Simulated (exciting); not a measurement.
Two BSE runs for the Sn L₃ edge of SnO2 (Cassiterite), space group P4_2/mnm. Run A: exciting, all-electron LAPW+lo, PBE, exchange and screened direct term (singlet BSE), 3×3×5 shifted k points, 26 conduction bands, |G+q| up to 3 bohr⁻¹ (2 in the exchange term), full RPA screening with nempty = 52, Lorentzian half width 1.38 eV. Run B has a fault in its input.

Energy from the Kohn–Sham onset, core level to the lowest empty state found on the meshes used; one zero for both, scaled to A's maximum:

```csv
E (eV),A,B
-8.0,0.02,0.01
-7.5,0.02,0.01
-7.0,0.02,0.01
-6.5,0.03,0.01
-6.0,0.03,0.01
-5.5,0.03,0.01
-5.0,0.03,0.01
-4.5,0.04,0.02
-4.0,0.04,0.02
-3.5,0.05,0.02
-3.0,0.06,0.03
-2.5,0.07,0.04
-2.0,0.09,0.05
-1.5,0.12,0.07
-1.0,0.16,0.10
-0.5,0.20,0.13
0.0,0.23,0.16
0.5,0.23,0.16
1.0,0.23,0.16
1.5,0.21,0.14
2.0,0.21,0.13
2.5,0.21,0.12
3.0,0.21,0.11
3.5,0.21,0.09
4.0,0.20,0.08
4.5,0.21,0.06
5.0,0.22,0.05
5.5,0.23,0.04
6.0,0.26,0.03
6.5,0.31,0.02
7.0,0.36,0.02
7.5,0.44,0.01
8.0,0.54,0.01
8.5,0.68,0.01
9.0,0.84,0.01
9.5,0.97,0.01
10.0,0.99,0.01
10.5,0.92,0.01
11.0,0.82,0.01
11.5,0.74,0.00
12.0,0.70,0.00
12.5,0.67,0.00
13.0,0.64,0.00
13.5,0.63,0.00
14.0,0.62,0.00
14.5,0.63,0.00
15.0,0.65,0.00
15.5,0.66,0.00
16.0,0.66,0.00
16.5,0.66,0.00
17.0,0.67,0.00
17.5,0.70,0.00
18.0,0.73,0.00
18.5,0.76,0.00
19.0,0.77,0.00
19.5,0.77,0.00
20.0,0.75,0.00
20.5,0.72,0.00
21.0,0.69,0.00
21.5,0.66,0.00
```

**Question.** What most likely went wrong in run B?

Far too few conduction bands in the BSE (conduction bands from 26 to 2). Against run A the r.m.s. difference is 98 %. The highest maximum lies at 0.4 eV (0.16), against 9.8 eV (1.00). The first bright state moves from -0.21 to -0.15 eV. Transitions to the missing bands are absent and can't mix into the lines that are left. Other settings could leave a like mark; this is the change that was made.

[Banner, clock and machine lines of the logs are left out without a mark of their own.]

[Logs are printed without paths, hosts, clocks, repeated set-up lines and the standing remarks that a program may print on its own settings, such as how far it seeks lower states.]

[Hosts, paths, dates, database ids (printed as entryN), source tags and the programs' standing remarks are cut or masked in the printed files.]
